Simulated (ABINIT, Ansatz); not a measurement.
# A GW chain in ABINIT: CdS (Hawleyite), part 3 of 3

How does a plane-wave GW calculation on CdS (Hawleyite) run from the first input to the gap?

ABINIT 10.8.3; PBE and many-body steps on it, plane waves. Known limits of the many-body steps: not at the basis limit; no spin-orbit coupling; coarse k mesh.

So far. Step 4 (Empty states on the mesh, 4×4×4 mesh, 379 bands): On this mesh the gap is 1.051 eV. Step 5 (Screening, 4×4×4 mesh, 345 bands, screening to 272.1 eV): Local fields lower ε∞ by 6 %. On a Γ-centred mesh this coarse the value itself is usually too large, while a short band sum pulls it down.

### 6. Self-energy, 4×4×4 mesh, 345 bands, screening to 272.1 eV

The self-energy is evaluated for the states that the input lists, and the levels follow from it, in one-shot runs by the linearised quasiparticle equation.

This step: G0W0 on PBE, plane waves, norm-conserving pseudopotentials.

run.abi

```
acell 3*1.0 Angstrom
rprim 
  -0.000000000000 2.958200000000 2.958200000000
  2.958200000000 -0.000000000000 2.958200000000
  2.958200000000 2.958200000000 -0.000000000000
ntypat 2
znucl 48 16
natom 2
typat 1 2
xred 
  0.000000000000 0.000000000000 0.000000000000
  0.250000000000 0.250000000000 0.250000000000
pp_dirpath "pseudos"
pseudos "Cd.upf, S.upf"
ecut 47
ngkpt 4 4 4
nshiftk 1
shiftk 0 0 0
kptopt 1
chksymbreak 0
istwfk *1
occopt 1
irdwfk 1
optdriver 4
nband 345
gwcalctyp 0
ecutsigx 47
symsigma 1
nkptgw 1
kptgw 
  0.0000000000 0.0000000000 0.0000000000
bdgw 
  11 17
ecuteps 10
irdscr 1
ppmodel 1
indata_prefix "in"
outdata_prefix "out"
tmpdata_prefix "tmp"
```

Started as:

```
$ OMP_NUM_THREADS=1 mpirun -n 8 abinit run.abi > log
```

Numbers of over 12 decimals in the logs are rounded to 6 here.

What it wrote:

```text
.Version 10.8.3 of ABINIT. v10.8.2 released Aug 2026.

 Symmetries : space group F-4 3 m (#216); Bravais cF (face-center cubic)
[... echo of the input left out ...]
== DATASET  1 ==================================================================
-   mpi_nproc: 8, omp_nthreads: 1 (-1 if OMP is not activated)

--- !DatasetInfo
iteration_state: {dtset: 1, }
dimensions: {natom: 2, nkpt: 8, mband: 345, nsppol: 1, nspinor: 1, nspden: 1, mpw: 5410, }
cutoff_energies: {ecut:  47.0, pawecutdg:  -1.0, }
electrons: {nelect:   2.60000000E+01, charge:   0.00000000E+00, occopt:   1.00000000E+00, tsmear:   1.00000000E-02, }

 SIGMA: Calculation of the GW corrections

 Based on a program developped by R.W. Godby, V. Olevano, G. Onida, and L. Reining.
 Incorporated in ABINIT by V. Olevano, G.-M. Rignanese, and M. Torrent.
.Using double precision arithmetic ; gwpc =  8

[... cell and pseudopotentials left out ...]
--------------------------------------------------------------------------------

 ==== K-mesh for the wavefunctions ====
 Number of points in the irreducible wedge :     8
[... list of points left out ...]
 Together with 24 symmetry operations and time-reversal symmetry
 yields    64 points in the full Brillouin Zone.

 ==== Q-mesh for screening function ====
 Number of points in the irreducible wedge :     8
[... list of points left out ...]
 Together with 24 symmetry operations and time-reversal symmetry
 yields    64 points in the full Brillouin Zone.

 vcoul_init : cutoff-mode = AUXILIARY_FUNCTION
 q-points for optical limit:   1
     1)      0.000010    0.000020    0.000030
 setmesh: FFT mesh size selected  =    50x   50x   50
          total number of points  =       125000

 Number of electrons calculated from density =   26.0000; Expected =   26.0000
 average of density, n =  0.074416
 r_s =    1.4749
 omega_plasma =   26.3140 [eV]

 === KS Band Gaps ===
  >>>> For spin  1
   Minimum direct gap =   1.0517 [eV], located at k-point      :   0.0000  0.0000  0.0000
   Fundamental gap    =   1.0517 [eV], Top of valence bands at :   0.0000  0.0000  0.0000
                                       Bottom of conduction at :   0.0000  0.0000  0.0000
 SIGMA fundamental parameters:
 PLASMON POLE MODEL  1
 number of plane-waves for SigmaX                 5329
 number of plane-waves for SigmaC and W            531
 number of plane-waves for wavefunctions          5329
 number of bands                                   345
 number of independent spin polarizations            1
 number of spinorial components                      1
 number of k-points in IBZ                           8
 number of q-points in IBZ                           8
 number of symmetry operations                      24
 number of k-points in BZ                           64
 number of q-points in BZ                           64
 number of frequencies for dSigma/dE                 9
 frequency step for dSigma/dE [eV]                0.25
 number of omega for Sigma on real axis              0
 max omega for Sigma on real axis  [eV]           0.00
 zcut for avoiding poles [eV]                     0.10

 EPSILON^-1 parameters (SCR file):
 dimension of the eps^-1 matrix on file            531
 dimension of the eps^-1 matrix used               531
 number of plane-waves for wavefunctions          5329
 number of bands                                   345
 number of q-points in IBZ                           8
 number of frequencies                               2
 number of real frequencies                          1
 number of imag frequencies                          1

 matrix elements of self-energy operator (all in [eV])

 Perturbative Calculation

--- !SelfEnergy_ee
iteration_state: {dtset: 1, }
kpoint     : [   0.000,    0.000,    0.000, ]
spin       : 1
KS_gap     :    1.052
QP_gap     :    2.047
Delta_QP_KS:    0.996
data: !SigmaeeData |
     Band     E0 <VxcDFT>   SigX SigC(E0)      Z dSigC/dE  Sig(E)    E-E0       E
       11   3.886 -15.122 -18.135   1.757   0.776  -0.289 -16.096  -0.975   2.911
       12   3.886 -15.122 -18.135   1.757   0.776  -0.289 -16.096  -0.975   2.911
       13   3.886 -15.122 -18.135   1.757   0.776  -0.289 -16.096  -0.975   2.911
       14   4.937 -10.572  -6.678  -3.868   0.809  -0.237 -10.551   0.021   4.958
       15  10.422 -10.464  -5.655  -4.482   0.805  -0.241 -10.201   0.263  10.685
       16  10.422 -10.464  -5.655  -4.482   0.805  -0.241 -10.201   0.263  10.685
       17  10.422 -10.464  -5.655  -4.482   0.805  -0.241 -10.201   0.263  10.685

== END DATASET(S) ==============================================================
================================================================================

 -outvars: echo values of variables after computation  --------
           etotal      0.0000000000E+00
            nband         345
             nkpt           8
          spgroup         216
 [... the other variables as echoed above ...]

 Calculation completed.
```

The job ended after 31 s (8 MPI ranks of Intel Xeon Platinum 8488C (Sapphire Rapids), shared host; peak memory 4.2 GiB).

This step gave:

* G0W0 gap on the points computed: 2.047 eV
* starting gap on the mesh: 1.051 eV
* k of the valence top: 0, 0, 0
* k of the conduction bottom: 0, 0, 0
* Z at the valence top: 0.776
* Z at the conduction bottom: 0.809
* least direct G0W0 gap on the computed points: 2.047 eV

The gap on the mesh goes from 1.05 eV to 2.05 eV, a correction of +1.00 eV.

Limits: finite bands, cutoff and mesh; no spin-orbit coupling; coarse k mesh. v1 is the top filled band, c1 the lowest empty one. Levels before and after the correction, in eV, zero at the valence-band top of each column:

```
           conduction bottom  valence top
Kohn-Sham               1.05         0.00
     G0W0               2.05         0.00
```

|  | level | energy (eV) |
| --- | --- | --- |
| Kohn-Sham | Γ v3-v1 | 0.000 |
| Kohn-Sham | Γ c1 | 1.051 |
| Kohn-Sham | Γ c2-c4 | 6.536 |
| G0W0 | Γ v3-v1 | 0.000 |
| G0W0 | Γ c1 | 2.047 |
| G0W0 | Γ c2-c4 | 7.774 |

### 7. Where the time went

Times are wall times on 8 MPI ranks of Intel Xeon Platinum 8488C (Sapphire Rapids), shared host, good to a factor of about two.

```
                          step     time  share  memory (GiB)
                  ground state     11 s    3 %          0.75
bands along the symmetry lines     16 s    4 %          0.68
      empty states on the mesh  3.3 min   50 %           1.1
                     screening  2.3 min   35 %           3.8
                   self-energy     31 s    8 %           4.2
```

### 8. Outcome

```yaml
pbe_gap: 1.05 eV, direct
g0w0_gap_on_the_mesh: 2.05 eV
gw_settings: 4×4×4 mesh, 345 bands, screening to 272.1 eV, Godby-Needs plasmon pole
known_limits: not at the basis limit; no spin-orbit coupling; coarse k mesh
```

G0W0 moves the gap on the mesh from 1.05 eV to 2.05 eV (+1.00 eV), with Z of 0.78 and 0.81 at the edges. Local fields lower the RPA ε∞ on this mesh from 12.86 to 12.12; a Γ-centred mesh this coarse tends to raise both, most where the direct gap is narrow, while a short band sum lowers them. Only 1 of the mesh's irreducible points was corrected, so a valley elsewhere could overtake. Against experiment, by G0W0@PBE: the gap of 2.05 eV lies −0.37 eV from the measured 2.42 eV (optical, 1995). An exciton line or allowed optical edge lies below the quasiparticle gap by the binding energy; a forbidden edge can push the onset above it. The calculation has static nuclei and no excitons; a measured gap holds zero-point and thermal motion, which mostly lowers it. Against the values above the computed gap that would widen the miss. A likelier cause is too strong a screening: the start's gap is only 1.05 eV, the mesh is coarse, and one shot does not repair that. Bands and cutoff are finite, so the gap is not at the basis limit. The miss can reach some tenths of an eV and take either sign; the mesh is an error of its own. In the G0W0 run levels were corrected at 1 k point alone, so a gap called «on the mesh» is the least over those, and an edge elsewhere would be missed. The 4×4×4 mesh is coarse for this cell, which bears on the long-range parts of exchange and screening. The many-body steps are scalar-relativistic: spin-orbit coupling is not in them.

[Paths, hosts, dates, memory and timing lines, banners, echoed tables and standing remarks are left out of the program output.]

[Logs are printed without paths, hosts, clocks, repeated set-up lines and the standing remarks that a program may print on its own settings, such as how far it seeks lower states.]

[Runs of the session that timed out or met a known fault of the program may be left out.]

[No measured gap is set beside runs whose start may be inverted or whose files or cutoffs have a known fault.]

[Hosts, paths, dates, database ids (printed as entryN), source tags and the programs' standing remarks are cut or masked in the printed files.]

[G0W0 gaps are taken among the corrected bands and points alone; a level outside them can change the order at an edge.]

[Where Ansatz stands beside ABINIT at settings called matched, ABINIT's density can come from a denser mesh and the files from another edition; pairs whose starting gaps differed by over 0.03 eV were left out, so agreement reads better than it is.]
